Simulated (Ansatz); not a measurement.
## What RbVS3 (model cell, started as cubic perovskite with V in the octahedra) distorts into

Which phase does RbVS3 (model cell, started as cubic perovskite with V in the octahedra) fall into along its unstable mode, and how much energy does it gain?

Calculated with Ansatz 0.2.0; DFT PBEsol, scalar-relativistic, plane waves, PAW; PAW set soft_1.

Most raw output is cut from this account.

The structure was built from a prototype and need not be the compound's stable phase.

## 1. Starting point

It takes space group Pm-3m (No. 221, cubic). The conventional cell has a = 4.643 Å, b = 4.643 Å, c = 4.643 Å, α = 90.00°, β = 90.00°, γ = 90.00°. Nearest to Rb lie 12 S at 3.28 Å. Nearest to V lie 6 S at 2.32 Å. S has 2 V at 2.32 Å and 4 Rb at 3.28 Å nearest. Farther neighbours and most contacts between anions are not listed.

## 2. The dispersion

The cell comes from relaxations at this level that are not shown. Stability and thermal properties need the whole zone. Linear response on a 4×4×4 q mesh gives force constants as far as a supercell of that size would.

File input.yaml:

```yaml
crystal:
  lattice:
    - [4.6426622666, 0.0, 0.0]
    - [0.0, 4.6426622666, 0.0]
    - [0.0, 0.0, 4.6426622666]
  atoms:
    - { symbol: Rb, position: [0.0, 0.0, 0.0] }
    - { symbol: V, position: [0.5, 0.5, 0.5] }
    - { symbol: S, position: [0.5, 0.5, 0.0] }
    - { symbol: S, position: [0.5, 0.0, 0.5] }
    - { symbol: S, position: [0.0, 0.5, 0.5] }
kpoints:
  mp_grid: { grid: [8, 8, 8] }
hamiltonian:
  xc: pbesol
  pseudopotentials: { kind: paw, azcp: { folder: soft_1 }, xc_functional: pbe }
scf:
  occupations: { method: methfessel_paxton, width: 0.2 }
output:
  eigenvalues: true
phonons:
  method: dfpt
  qmesh: [4, 4, 4]
  temperatures: { t_max: 1000, t_step: 50 }
  qpath:
    path:
      - [[0.0, 0.0, 0.0], [0.0, 0.5, 0.0], [0.5, 0.5, 0.0], [0.0, 0.0, 0.0], [0.5, 0.5, 0.5], [0.0, 0.5, 0.0]]
      - [[0.5, 0.5, 0.5], [0.5, 0.5, 0.0]]
    npoints: 10
```

Run with:

```bash
ansatz run input.yaml --threads 4 --pin off --max-ram 16384MiB --backend cpu --events-out ev --progress --plain --runs-dir out
```

Wall time 15 min (4 threads of Arm Neoverse V1, shared host); peak memory 3.1 GiB.

Numbers from this step:

```
volume per atom                                         : 20.01 Å³
gap on the k-mesh                                       : 0 eV
sum-rule residual before enforcement                    : 2.39e-5 eV/Å²
lowest frequency on the path                            : -248.3 cm⁻¹
point group                                             : m-3m
highest frequency on the path or at a solved wavevector : 416.6 cm⁻¹
highest optical mode at the zone centre (no LO-TO term) : 303.1 cm⁻¹
lowest optical zone-centre mode                         : -76.42 cm⁻¹
lowest mode on the q mesh (acoustic modes at Γ apart)   : -248.3 cm⁻¹
```

Frequencies (cm⁻¹) solved at each irreducible wavevector; negative means imaginary. Frequencies by wavevector, by row:

| q in reciprocal lattice units | star | mode 1 | mode 2 | mode 3 | mode 4 | mode 13 | mode 14 | mode 15 |
| --- | --- | --- | --- | --- | --- | --- | --- | --- |
| 0 0 0 | 1 | -76.4 | -76.4 | -76.4 | 0 | 303.1 | 303.1 | 303.1 |
| 0 0 0.25 | 6 | -149.3 | -73.2 | -73.2 | 55.9 | 296.8 | 296.8 | 311.1 |
| 0 0 -0.5 | 3 | -84.2 | -84.2 | 87.3 | 87.3 | 285.1 | 285.1 | 338.4 |
| 0 0.25 0.25 | 12 | -137.4 | -98.3 | -75.3 | 61 | 286.2 | 290 | 332.9 |
| 0 0.25 -0.5 | 12 | -130.8 | -85.8 | 80.8 | 81.8 | 250.2 | 277 | 358 |
| 0 -0.5 -0.5 | 3 | -114.4 | -95.1 | 80.2 | 80.2 | 238.5 | 260.5 | 379.4 |
| 0.25 0.25 0.25 | 8 | -81.5 | -81.5 | -34.4 | 74.2 | 283.5 | 283.5 | 355.8 |
| 0.25 0.25 -0.5 | 12 | -93.4 | -66.2 | 84 | 88.7 | 228.3 | 264.4 | 380.6 |
| 0.25 -0.5 -0.5 | 6 | -167.2 | -76.4 | 85.4 | 85.4 | 222.8 | 240.3 | 401.7 |
| -0.5 -0.5 -0.5 | 1 | -248.3 | -248.3 | 89.7 | 89.7 | 241.3 | 241.3 | 416.6 |

Interpolated from a 4×4×4 q mesh. The phonon branches at the labelled points (cm⁻¹):

| point | branch 1 | branch 2 | branch 3 | branch 4 | branch 12 | branch 13 | branch 14 | branch 15 |
| --- | --- | --- | --- | --- | --- | --- | --- | --- |
| Γ | -76 | -76 | -76 | 0 | 148 | 303 | 303 | 303 |
| halfway | -149 | -73 | -73 | 56 | 167 | 297 | 297 | 311 |
| X | -84 | -84 | 87 | 87 | 194 | 285 | 285 | 338 |
| halfway | -131 | -86 | 81 | 82 | 221 | 250 | 277 | 358 |
| M | -114 | -95 | 80 | 80 | 194 | 238 | 260 | 379 |
| halfway | -137 | -98 | -75 | 61 | 195 | 286 | 290 | 333 |
| Γ | -76 | -76 | -76 | 0 | 148 | 303 | 303 | 303 |
| halfway | -82 | -82 | -34 | 74 | 197 | 284 | 284 | 356 |
| R | -248 | -248 | 90 | 90 | 241 | 241 | 241 | 417 |
| halfway | -93 | -66 | 84 | 89 | 222 | 228 | 264 | 381 |
| X | -84 | -84 | 87 | 87 | 194 | 285 | 285 | 338 |
| jump to R | -248 | -248 | 90 | 90 | 241 | 241 | 241 | 417 |
| halfway | -167 | -76 | 85 | 85 | 223 | 223 | 240 | 402 |
| M | -114 | -95 | 80 | 80 | 194 | 238 | 260 | 379 |

Symmetry leaves 10 wavevectors to solve. The lowest mode among them, the acoustic zeros apart, lies at q = (-0.5, -0.5, -0.5) and is imaginary, 248.3i cm⁻¹, so the energy falls along it.

## 3. The mode frozen in, largest atomic shift 0 Å

The mode followed lies at q = (-0.5, -0.5, -0.5) with frequency 248.3i cm⁻¹ and is 2-fold degenerate, the softest among the wavevectors solved. At small amplitude the distorted cell has space group no. 140 by a symmetry search on the positions. The undistorted cell that holds it gives the zero of energy on the same k mesh.

System of this step: RbVS3 (model cell, started as cubic perovskite with V in the octahedra). The structure is cubic, space group Pm-3m (No. 221). Conventional cell: a = 4.643 Å, b = 4.643 Å, c = 4.643 Å, α = 90.00°, β = 90.00°, γ = 90.00°. Rb has 12 S at 3.28 Å nearest. V has 6 S at 2.32 Å nearest. Nearest to S lie 2 V at 2.32 Å and 4 Rb at 3.28 Å. Farther neighbours and most contacts between anions are not listed.

input.yaml, the sections that differ from step 2:

```yaml
crystal:
  lattice:
    - [4.6426622666, 4.6426622666, 0.0]
    - [4.6426622666, 0.0, 4.6426622666]
    - [4.6426622666, 0.0, -4.6426622666]
  atoms:
    - { symbol: Rb, position: [0.0, 0.0, 0.0] }
    - { symbol: Rb, position: [0.0, 0.5, 0.5] }
    - { symbol: V, position: [0.5, 0.25, 0.75] }
    - { symbol: V, position: [0.5, 0.75, 0.25] }
    - { symbol: S, position: [0.5, 0.0, 0.0] }
    - { symbol: S, position: [0.5, 0.5, 0.5] }
    - { symbol: S, position: [0.0, 0.5, 0.0] }
    - { symbol: S, position: [0.0, 0.0, 0.5] }
    - { symbol: S, position: [0.5, 0.0, 0.5] }
    - { symbol: S, position: [0.5, 0.5, 0.0] }
output:
  forces: true
  stress: true
  eigenvalues: true
# kpoints, hamiltonian, scf: as in step 2
# phonons: removed
```

It took 4.3 s on 4 threads; peak memory 0.62 GiB.

This step gave:

| Property | Result |
| --- | --- |
| pressure | -0.03925 GPa |
| energy from the undistorted cell | 0 meV/atom |

The run ends at a pressure of -0.04 GPa.

## 4. The mode frozen in, largest atomic shift 0.08 Å

The atoms are moved along the unstable eigenvector, the largest shift by 0.08 Å, with the cell fixed.

input.yaml, the sections that differ from step 3:

```yaml
crystal:
  lattice:
    - [4.6426622666, 4.6426622666, 0.0]
    - [4.6426622666, 0.0, 4.6426622666]
    - [4.6426622666, 0.0, -4.6426622666]
  atoms:
    - { symbol: Rb, position: [0.0, 0.0, 0.0] }
    - { symbol: Rb, position: [0.0, 0.5, 0.5] }
    - { symbol: V, position: [0.5, 0.25, 0.75] }
    - { symbol: V, position: [0.5, 0.75, 0.25] }
    - { symbol: S, position: [0.5, 0.0, 0.0] }
    - { symbol: S, position: [0.5, 0.5, 0.5] }
    - { symbol: S, position: [-0.0172314925, 0.5086157462, 0.0086157462] }
    - { symbol: S, position: [0.0172314925, -0.0086157462, 0.4913842538] }
    - { symbol: S, position: [0.5, 0.0086157462, 0.5086157462] }
    - { symbol: S, position: [0.5, 0.4913842538, -0.0086157462] }
# kpoints, hamiltonian, scf, output: as in step 3
```

Elapsed: 8.8 s, on 4 threads; peak memory 0.78 GiB.

This step gave:

* pressure: 0.4681 GPa
* energy from the undistorted cell: -4.027 meV/atom

The energy, extrapolated to zero smearing, is -4.03 meV/atom against the undistorted cell.

The run ends at a pressure of 0.47 GPa, with forces up to 0.030 eV/Å.

## 5. Energy along the mode, all amplitudes (two of the runs are shown above)

An imaginary frequency means negative curvature, so the energy should fall and then rise again as anharmonic terms take over.

This step gave:

```
depth at the lowest point sampled  : 4.027 meV/atom
largest atomic shift at that point : 0.08 Å
```

The energy from the parent by largest atomic shift:

| largest atomic shift (Å) | energy from the parent (meV/atom) |
| --- | --- |
| 0.0000 | 0 |
| 0.0400 | -1.85 |
| 0.0800 | -4.03 |
| 0.1400 | 1.80 |
| 0.2200 | 39.8 |

Displacement at unit largest shift by atom:

| atom | x (Å) | y (Å) | z (Å) | size |
| --- | --- | --- | --- | --- |
| Rb1 | 0.00 | 0.00 | 0.00 | 0.00 |
| Rb2 | 0.00 | 0.00 | 0.00 | 0.00 |
| V3 | 0.00 | 0.00 | 0.00 | 0.00 |
| V4 | 0.00 | 0.00 | 0.00 | 0.00 |
| S5 | 0.00 | 0.00 | 0.00 | 0.00 |
| S6 | 0.00 | 0.00 | 0.00 | 0.00 |
| S7 | 0.00 | -1.00 | 0.00 | 1.00 |
| S8 | 0.00 | 1.00 | 0.00 | 1.00 |
| S9 | 1.00 | 0.00 | 0.00 | 1.00 |
| S10 | -1.00 | 0.00 | 0.00 | 1.00 |

The lowest of the steps tried is at 0.08 Å, 4.03 meV/atom below the parent; the bottom of the well need not coincide with a step.

## 6. Relaxing from the distorted cell

Starting from the lowest point found, all atoms and the cell are let go, so that strain and other modes of the same symmetry can join in.

input.yaml, as its differences from that of step 4:

```diff
@@ -27 +27,6 @@
   eigenvalues: true
+relax:
+  adjacent_minimum: "off"
+  f_tol: 0.002
+  max_steps: 120
+  cell: { stress_tol: 0.03 }
```

Elapsed: 53 s, on 4 threads; peak memory 0.82 GiB; 3.5 min of CPU time.

Step by step:

| step | energy less that of the first step (eV) | largest force component (eV/Å) | pressure (GPa) | volume (Å³) |
| --- | --- | --- | --- | --- |
| 1 | 0.0000 | 0.0302 | 0.47 | 200.14 |
| 2 | -0.0024 | 0.0405 | 0.08 | 201.20 |
| 3 | -0.0033 | 0.0268 | -0.05 | 201.68 |
| 4 | -0.0035 | 0.0005 | 0.00 | 201.71 |
| 5 | -0.0035 | 0.0000 | 0.00 | 201.72 |
| 6* | -0.0040 | 0.0000 | 0.00 | 201.72 |

Relaxation steps marked * repeat the geometry before them on a plane-wave basis chosen anew for their cell, so energy and pressure can jump there.

The run keeps the 16 symmetry operations that it works with, so distortions that break them were not tested.

| conventional cell, symmetrised | before | after | change |
| --- | --- | --- | --- |
| a (Å) | 6.566 | 6.595 | +0.4 % |
| b (Å) | 6.566 | 6.595 | +0.4 % |
| c (Å) | 9.285 | 9.276 | -0.1 % |
| volume (Å³/atom) | 20.01 | 20.17 | +0.8 % |

The atoms that moved most (Å, as changes of fractional coordinates times the final cell):

| atom | dx | dy | dz | length |
| --- | --- | --- | --- | --- |
| S7 | 0.000 | -0.011 | 0.000 | 0.011 |
| S8 | 0.000 | 0.011 | 0.000 | 0.011 |
| S10 | -0.011 | 0.000 | 0.000 | 0.011 |
| S9 | 0.011 | 0.000 | 0.000 | 0.011 |

Numbers from this step:

```
pressure        : 6.44e-4 GPa
volume per atom : 20.17 Å³
```

The distorted start has space group I4/mcm; the relaxation ends in I4/mcm.

## 7. The new phase in its own primitive cell

The relaxed structure is symmetrised, reduced to its primitive cell and relaxed tightly, as its phonons need.

input.yaml, the sections that differ from step 6:

```yaml
crystal:
  lattice:
    - [-3.2974602765, 3.2974602765, 4.637940288]
    - [3.2974602765, -3.2974602765, 4.637940288]
    - [3.2974602765, 3.2974602765, -4.637940288]
  atoms:
    - { symbol: Rb, position: [0.75, 0.75, 0.0] }
    - { symbol: Rb, position: [0.25, 0.25, 0.0] }
    - { symbol: V, position: [0.0, 0.5, 0.5] }
    - { symbol: V, position: [0.5, 0.0, 0.5] }
    - { symbol: S, position: [0.75, 0.25, 0.5] }
    - { symbol: S, position: [0.25, 0.75, 0.5] }
    - { symbol: S, position: [0.7401579502, 0.2401579502, 0.9803159004] }
    - { symbol: S, position: [0.2598420498, 0.7598420498, 0.0196840996] }
    - { symbol: S, position: [0.2401579502, 0.2598420498, 0.5] }
    - { symbol: S, position: [0.7598420498, 0.7401579502, 0.5] }
relax:
  adjacent_minimum: "off"
  f_tol: 0.001
  max_steps: 60
  cell: { stress_tol: 0.01 }
# kpoints, hamiltonian, scf, output: as in step 6
```

Elapsed: 21 s, on 4 threads; peak memory 0.8 GiB; 81 s of CPU time.

Little changed from the start: no atom moved by 0.005 Å and no cell edge by 0.1 %.

Numbers from this step:

```
pressure : 6.45e-4 GPa
```

The largest force component left is 0.013 meV/Å and the pressure is 0.001 GPa, within the tolerances set. The cell now holds 20.17 Å³/atom.

## 8. Modes of the new phase

A relaxed structure may still be a saddle point, so its zone-centre modes are computed. No field response is asked, since the mesh shows no gap.

input.yaml, as its differences from that of step 7:

```diff
@@ -24,9 +24,4 @@
 output:
-  forces: true
-  stress: true
   eigenvalues: true
-relax:
-  adjacent_minimum: "off"
-  f_tol: 0.001
-  max_steps: 60
-  cell: { stress_tol: 0.01 }
+phonons:
+  method: dfpt
```

Run time: 13 min. Hardware: 4 threads; peak memory 7.5 GiB; 52 min of CPU time.

This step gave:

* sum-rule residual before enforcement: 1.21e-4 eV/Å²
* point group: 4/mmm
* highest optical mode at the zone centre (no LO-TO term): 421.2 cm⁻¹
* lowest optical zone-centre mode: -71.34 cm⁻¹

Patterns of degenerate modes are one choice out of their space. Modes at Γ, with each element's share of the kinetic energy (negative means imaginary):

| mode | frequency (cm⁻¹) | symmetry | Rb % | V % | S % |
| --- | --- | --- | --- | --- | --- |
| 1 | -71.3 | Eu | 3 | 79 | 18 |
| 2 | -71.3 | Eu | 3 | 79 | 18 |
| 3 | -66.3 | A2u | 5 | 75 | 20 |
| 4 | 0.0 | acoustic | 37 | 22 | 41 |
| 5 | 0.0 | acoustic | 37 | 22 | 41 |
| 6 | 0.0 | acoustic | 37 | 22 | 41 |
| 7 | 88.3 | Eg | 95 | 0 | 5 |
| 8 | 88.3 | Eg | 95 | 0 | 5 |
| 9 | 88.9 | A2g | 96 | 0 | 4 |
| 10 | 104.6 | Eg | 1 | 0 | 99 |
| 11 | 104.6 | Eg | 1 | 0 | 99 |
| 12 | 110.1 | B1g | 0 | 0 | 100 |
| 13 | 117.8 | Eu | 58 | 11 | 31 |
| 14 | 117.8 | Eu | 58 | 11 | 31 |
| 15 | 121.9 | B2g | 0 | 0 | 100 |
| 16 | 125.6 | A2u | 58 | 1 | 41 |
| 17 | 156.0 | B1u | 0 | 1 | 99 |
| 18 | 159.6 | Eu | 0 | 0 | 99 |
| 19 | 159.6 | Eu | 0 | 0 | 99 |
| 20 | 194.1 | Eu | 2 | 60 | 37 |
| 21 | 194.1 | Eu | 2 | 60 | 37 |
| 22 | 204.3 | B1u | 0 | 99 | 1 |
| 23 | 239.0 | A2g | 4 | 0 | 96 |
| 24 | 243.8 | Eg | 4 | 0 | 96 |
| 25 | 243.8 | Eg | 4 | 0 | 96 |
| 26 | 248.5 | A1g | 0 | 0 | 100 |
| 27 | 301.2 | A2u | 0 | 2 | 98 |
| 28 | 332.2 | Eu | 0 | 27 | 73 |
| 29 | 332.2 | Eu | 0 | 27 | 73 |
| 30 | 421.2 | B2g | 0 | 0 | 100 |

Displacements in mode 2 (-71.3 cm⁻¹), the largest set to 1:
```
Rb1  0.00 -0.16  0.00
Rb2  0.00 -0.16  0.00
V3   0.54  1.00  0.00
V4  -0.54  1.00  0.00
S5   0.00 -0.50  0.00
S6   0.00 -0.50  0.00
S7  -0.01 -0.33  0.00
S8  -0.01 -0.33  0.00
S9   0.01 -0.33  0.00
S10  0.01 -0.33  0.00
```

Displacements in mode 16 (125.6 cm⁻¹), the largest set to 1:
```
Rb1  0.00  0.00  1.00
Rb2  0.00  0.00  1.00
V3   0.00  0.00 -0.18
V4   0.00  0.00 -0.18
S5   0.00  0.00 -0.83
S6   0.00  0.00 -0.83
S7   0.00  0.00 -0.78
S8   0.00  0.00 -0.78
S9   0.00  0.00 -0.78
S10  0.00  0.00 -0.78
```

Before it was imposed, the acoustic sum rule was missed by 1.2e-4 eV/Å². Small misses are needed for a sound result but don't prove that mesh and cutoff are converged. The lowest optical mode is imaginary, 71.3i cm⁻¹, so the energy falls along it.

## 9. Results

| Quantity | Value |
| --- | --- |
| unstable mode of the parent | q = (-0.5, -0.5, -0.5), 248i cm⁻¹ |
| depth at the lowest point sampled | 4.03 meV/atom |
| largest atomic shift at that point | 0.08 Å |
| space group reached (within 0.01 Å) | I4/mcm |
| energy gained over the parent (first relaxation, on the mesh of the frozen mode) | 4.46 meV/atom |
| volume per atom, phase reached | 20.2 Å³ |
| lowest optical zone-centre mode, phase reached | -71.3 cm⁻¹ |
| highest optical mode at the zone centre (no LO-TO term), phase reached | 421 cm⁻¹ |

In words: Along this mode the structure falls into I4/mcm, 4.46 meV/atom below the parent. At the parent's cell the well is 4.027 meV/atom deep on the steps tried, with its lowest point at a shift of 0.08 Å. Relaxing atoms and cell changes the gain by +0.43 meV/atom against the lowest step (energies at zero smearing). The new phase still has an imaginary mode at the zone centre of its cell, so it is a saddle point on the way to a lower structure. Of the 4 patterns followed to their end from this parent, this one reaches the lowest energy. Another end point lies within 1 meV/atom; how such a difference moves with mesh and cutoff was not tested. Each path keeps the symmetry of its pattern, so a lower phase may lie along a pattern not tried. With no gap, or one that is small against the smearing, the frequencies hang on the k mesh and the smearing, most of all near Kohn anomalies. The phonon runs are without spin polarisation, although V often carries a moment. The PAW files were made for PBE and serve the other functionals too. A phonon run warned that its eigensolver left some bands unconverged in a pass. The starting cell was built on a prototype and not taken from a measurement, so the phase need not exist.

[Logs are printed without paths, hosts, clocks, repeated set-up lines and the standing remarks that a program may print on its own settings, such as how far it seeks lower states.]

[Hosts, paths, dates, database ids (printed as entryN), source tags and the programs' standing remarks are cut or masked in the printed files.]
